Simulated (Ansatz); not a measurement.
**Ca3PbS (model cell, started as antiperovskite): the cell at rest**

Wanted: the relaxed cell of Ca3PbS (model cell, started as antiperovskite).

Calculated with Ansatz 0.2.0; DFT LDA, scalar-relativistic, plane waves, PAW; PAW set soft_1.

Report form: the programs' logs are mostly left out.

The structure was built from a prototype and need not be the compound's stable phase.

### Step 1. The structure

Symmetry: Pm-3m, No. 221, cubic system. The conventional cell has a = 5.794 Å, b = 5.794 Å, c = 5.794 Å, α = 90.00°, β = 90.00°, γ = 90.00°. Nearest to Pb lie 12 Ca at 4.10 Å. S has 6 Ca at 2.90 Å nearest. Nearest to Ca lie 2 S at 2.90 Å. Farther neighbours and most contacts between anions are not listed.

### Step 2. Probe on a coarse mesh

A quick single point on a coarse mesh tells whether the cell has a gap and how far it is from rest, which sets the k mesh and smearing that follow.

Contents of input.yaml:

```yaml
crystal:
  lattice:
    - [5.7936, 0.0, 0.0]
    - [0.0, 5.7936, 0.0]
    - [0.0, 0.0, 5.7936]
  atoms:
    - { symbol: Pb, position: [0.0, 0.0, 0.0] }
    - { symbol: S, position: [0.5, 0.5, 0.5] }
    - { symbol: Ca, position: [0.5, 0.5, 0.0] }
    - { symbol: Ca, position: [0.5, 0.0, 0.5] }
    - { symbol: Ca, position: [0.0, 0.5, 0.5] }
kpoints:
  mp_grid: { grid: [4, 4, 4] }
hamiltonian:
  xc: lda
  pseudopotentials: { kind: paw, azcp: { folder: soft_1 }, xc_functional: pbe }
scf:
  occupations: { method: gaussian, width: 0.1 }
output:
  forces: true
  stress: true
  eigenvalues: true
```

Started as:

```sh
ansatz run input.yaml --threads 8 --pin off --max-ram 16384MiB --backend cpu --events-out ev --progress --plain --runs-dir out
```

Run time: 0.83 s. Hardware: 8 threads of Intel Xeon 6975P-C (Granite Rapids), shared host; peak memory 0.59 GiB.

This step gave:

```
pressure          : -7.254 GPa
volume per atom   : 38.89 Å³
gap on the k-mesh : 0 eV
```

The coarse mesh shows no gap and a pressure of -7.3 GPa.

### Step 3. Bringing the structure to rest, k-mesh 6×6×6

The cell and atoms are relaxed, since residual forces and stress would shift the frequencies.

input.yaml, as its differences from that of step 2:

```diff
@@ -12,3 +12,3 @@
 kpoints:
-  mp_grid: { grid: [4, 4, 4] }
+  mp_grid: { grid: [6, 6, 6] }
 hamiltonian:
@@ -22 +22,10 @@
   eigenvalues: true
+  write_density: true
+  write_potential: true
+  elf: true
+  volumetric_format: npy
+relax:
+  adjacent_minimum: "off"
+  f_tol: 0.005
+  max_steps: 80
+  cell: { stress_tol: 0.05 }
```

Run time: 6.4 s. Hardware: 8 threads; peak memory 0.68 GiB.

Step by step:

| step | energy less that of the first step (eV) | largest force component (eV/Å) | pressure (GPa) | volume (Å³) |
| --- | --- | --- | --- | --- |
| 1 | 0.0000 | 0.0000 | -7.25 | 194.47 |
| 2 | -1.1022 | 0.0000 | -5.42 | 167.39 |
| 3 | -1.6407 | 0.0000 | -0.94 | 142.95 |
| 4 | -1.6491 | 0.0000 | 0.37 | 138.70 |
| 5 | -1.6503 | 0.0000 | -0.01 | 139.87 |
| 6* | -1.6478 | 0.0000 | -0.02 | 139.87 |

Relaxation steps marked * repeat the geometry before them on a plane-wave basis chosen anew for their cell, so energy and pressure can jump there.

Forces are held to the 48 operations that the run works with; a distortion that breaks them can't arise in this run.

| conventional cell, symmetrised | before | after | change |
| --- | --- | --- | --- |
| a (Å) | 5.794 | 5.191 | -10.4 % |
| b (Å) | 5.794 | 5.191 | -10.4 % |
| c (Å) | 5.794 | 5.191 | -10.4 % |
| volume (Å³/atom) | 38.89 | 27.97 | -28.1 % |

The relaxed structure:

```xyz
5
Lattice="5.1909 0.0000 0.0000 0.0000 5.1909 0.0000 0.0000 0.0000 5.1909" Properties=species:S:1:pos:R:3 pbc="T T T"
Pb    0.0000    0.0000    0.0000
S     2.5955    2.5955    2.5955
Ca    2.5955    2.5955    0.0000
Ca    2.5955    0.0000    2.5955
Ca    0.0000    2.5955    2.5955
```

This step gave:

```yaml
pressure: -0.02107 GPa
volume_per_atom: 27.97 Å³
```

Electrostatic potential energy in the ac plane at fractional y = 0.500, with atoms of S and Ca within 0.2 Å of it. With pseudopotentials it is smooth inside the atoms' cores, unlike the true potential.

Ten even steps from '_' (-57 eV) to '@' (11 eV), each cell a mean:
```
@@@@@@@@%%++____::**%%@@@@@@
@@@@@@@@%%##++==**%%@@@@@@@@
@@@@@@@@@@%%%%%%%%@@@@@@@@@@
%%@@@@@@@@@@%%%%@@@@@@@@@@%%
**##%%@@@@%%##**%%@@@@@@%%**
..==##%%%%**----==%%@@%%**::
__..**%%%%==--==--**%%%%==__
__::**%%%%++------##%%%%++__
==**%%@@@@##++==**%%@@%%##++
%%%%@@@@@@@@%%%%%%@@@@@@%%%%
@@@@@@@@@@@@%%%%%%@@@@@@@@@@
@@@@@@@@@@%%****##%%@@@@@@@@
@@@@@@@@%%**::..==##@@@@@@@@
@@@@@@@@%%==____..**%%@@@@@@
```
Columns run along a (5.2 Å; values clipped at the 3rd and 97th percentile), rows up along c (5.2 Å). Atoms in or near the plane, at fractional coordinates: S at (0.50, 0.50), Ca at (0.50, 0.00), Ca at (0.00, 0.50).

ELF in the ac plane at fractional y = 0.500, with atoms of S and Ca within 0.2 Å of it. It is the smooth field of the valence electrons, not physical close to the nuclei.

Ten even steps from '_' (0.02) to '@' (0.84), each cell a mean:
```
--::..__--@@@@@@@@##..__::--
::::..__..++%%@@##--____..::
__________..::--..__________
..____..--++++++++==::____..
##++....##@@@@@@@@%%==__--##
@@@@==::%%@@##++%%@@++..##@@
@@@@**::%%%%..__++@@++--@@@@
@@@@++::%%@@==..##@@++::%%@@
@@%%::::##@@@@%%@@@@++..++@@
==::__..++##%%%%%%##--__..--
________..::::::::....______
....______::++**==..____....
::::..__::%%@@@@@@++____::::
--::..__==@@@@@@@@##..__::--
```
Columns run along a (5.2 Å), rows up along c (5.2 Å). Atoms in or near the plane, at fractional coordinates: S at (0.50, 0.50), Ca at (0.50, 0.00), Ca at (0.00, 0.50).

Valence density in the ac plane at fractional y = 0.500, with atoms of S and Ca within 0.2 Å of it. It is the smooth field of the valence electrons, not physical close to the nuclei.

Ten even steps from '0' (0.0 e/Å³) to '9' (6.5 e/Å³), each cell a mean:
```
00000278410000
00000023100000
00000000000000
00000000000000
10000011000001
63000111100014
96100110110038
84100111110027
31000011100002
00000000000000
00000000000000
00000011000000
00000146300000
00000389610000
```
Columns run along a (5.2 Å), rows up along c (5.2 Å). Atoms in or near the plane, at fractional coordinates: S at (0.50, 0.50), Ca at (0.50, 0.00), Ca at (0.00, 0.50).

In this step the volume went from 38.89 to 27.97 Å³/atom.

### Step 4. Relaxation, k-mesh 8×8×8

The relaxation is repeated from its end, on the mesh and smearing that suit the cell and gap now reached.

input.yaml, the sections that differ from step 3:

```yaml
crystal:
  lattice:
    - [5.1909141566, 0.0, 0.0]
    - [0.0, 5.1909141566, 0.0]
    - [0.0, 0.0, 5.1909141566]
  atoms:
    - { symbol: Pb, position: [0.0, 0.0, 0.0] }
    - { symbol: S, position: [0.5, 0.5, 0.5] }
    - { symbol: Ca, position: [0.5, 0.5, 0.0] }
    - { symbol: Ca, position: [0.5, 0.0, 0.5] }
    - { symbol: Ca, position: [0.0, 0.5, 0.5] }
kpoints:
  mp_grid: { grid: [8, 8, 8] }
output:
  forces: true
  stress: true
  eigenvalues: true
# hamiltonian, scf, relax: as in step 3
```

It took 2.9 s on 8 threads; peak memory 0.66 GiB; 18 s of CPU time.

Little changed from the start: no atom moved by 0.005 Å and no cell edge by 0.1 %.

This step gave:

* pressure: 0.01110 GPa

In this step the volume went from 27.97 to 27.97 Å³/atom.

### Step 5. Relaxing to small forces for the phonons

Phonons need a cell at rest on their own settings, so the relaxation is repeated with tight tolerances on forces and stress on the k mesh and occupations of the first response run.

input.yaml, as its differences from that of step 4:

```diff
@@ -17,3 +17,3 @@
 scf:
-  occupations: { method: gaussian, width: 0.1 }
+  occupations: { method: methfessel_paxton, width: 0.2 }
 output:
@@ -24,4 +24,4 @@
   adjacent_minimum: "off"
-  f_tol: 0.005
-  max_steps: 80
-  cell: { stress_tol: 0.05 }
+  f_tol: 0.001
+  max_steps: 60
+  cell: { stress_tol: 0.01 }
```

The job ended after 3.2 s (8 threads; peak memory 0.66 GiB).

Little changed from the start: no atom moved by 0.005 Å and no cell edge by 0.1 %.

Numbers from this step:

```
pressure           : 0.001817 GPa
gap on the k-mesh  : 0.02912 eV
direct gap on mesh : 0.04464 eV
```

The forces vanish by symmetry and the pressure is 0.002 GPa, within the tolerances set. The cell now holds 27.97 Å³/atom.

### Step 6. Summary of results

```
space group after relaxation (within 0.01 Å) : Pm-3m
lattice constant a                           : 5.191 Å
lattice constant b                           : 5.191 Å
lattice constant c                           : 5.191 Å
volume per atom                              : 28.0 Å³
gap on the k-mesh                            : 0.0291 eV
```

What this shows: The forces vanish by symmetry and the pressure is 0.002 GPa, within the tolerances set. The cell now holds 27.97 Å³/atom. The relaxation keeps the symmetry of its start, so it says nothing on stability against lower symmetry. Spin-orbit coupling is left out, which can matter for the heavy elements here. The PAW files were made for PBE and serve the other functionals too. The starting cell was built on a prototype and not taken from a measurement, so the phase need not exist.

[Logs are printed without paths, hosts, clocks, repeated set-up lines and the standing remarks that a program may print on its own settings, such as how far it seeks lower states.]

[Hosts, paths, dates, database ids (printed as entryN), source tags and the programs' standing remarks are cut or masked in the printed files.]
